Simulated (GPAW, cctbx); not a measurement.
## What do these deviations say about the bonding?

CdIr, P-6m2 (no. 187), a = 2.8856 Å, b = 2.8856 Å, c = 4.6227 Å, α = 90.00°, β = 90.00°, γ = 120.00°.

| atom | mult. | x | y | z |
| --- | --- | --- | --- | --- |
| Ir1 | 1 | 0 | 0 | 0 |
| Cd1 | 1 | 2/3 | 1/3 | 1/2 |

The start was made by putting kin elements into a known structure type; the compound need not exist, or be stable, in this form.

Absolute values of the static structure factors of the conventional cell from DFT (PBE, GPAW) against free spherical atoms, in electrons:

| hkl | d (Å) | free atoms | crystal |
| --- | --- | --- | --- |
| 001 | 4.623 | 27.91 | 28.19 |
| 100 | 2.499 | 56.74 | 56.76 |
| 002 | 2.311 | 101.76 | 101.50 |
| 101 | 2.198 | 87.77 | 87.68 |
| 102 | 1.697 | 50.49 | 50.45 |
| 003 | 1.541 | 24.09 | 23.87 |
| 110 | 1.443 | 85.45 | 85.53 |
| 111 | 1.377 | 23.42 | 23.43 |
| 103 | 1.312 | 71.66 | 71.65 |
| 200 | 1.250 | 44.46 | 44.49 |

**Question.** Which way does charge move, and which reflections show it best?

Project each element's phase sum on the total phase. |F| rises if density moves to atoms that scatter in phase and falls if it moves to atoms that scatter against it; the rule is for low angles, since changes of shape take over beyond. Where all elements are in phase the terms compete, and the compactness of the donor's and the acceptor's density matters too.

| hkl | Ir in phase | Cd in phase | change (e) | (%) |
| --- | --- | --- | --- | --- |
| 001 | +1.0 | -1.0 | +0.27 | +1.0 |
| 100 | +0.8 | +0.1 | +0.01 | 0.0 |
| 002 | +1.0 | +1.0 | -0.26 | -0.3 |
| 101 | +0.9 | +0.8 | -0.09 | -0.1 |
| 102 | +0.8 | +0.1 | -0.04 | -0.1 |
| 003 | +1.0 | -1.0 | -0.22 | -0.9 |
| 110 | +1.0 | +1.0 | +0.09 | +0.1 |
| 111 | +1.0 | -1.0 | 0.00 | 0.0 |

Low-angle reflections that set elements apart and change by more than 0.05 e: 001 (100 hardly moves and tells little). The sign fits a gain of density on Ir and a loss on Cd. The best witness is 001, +1.0 %, where Ir enters with +1.0. The real-space density agrees: Voronoi charges Ir -0.21, Cd +0.21 e. The shortest bond, Ir–Cd, has Δρ = +0.03 e/Å³ at its midpoint.
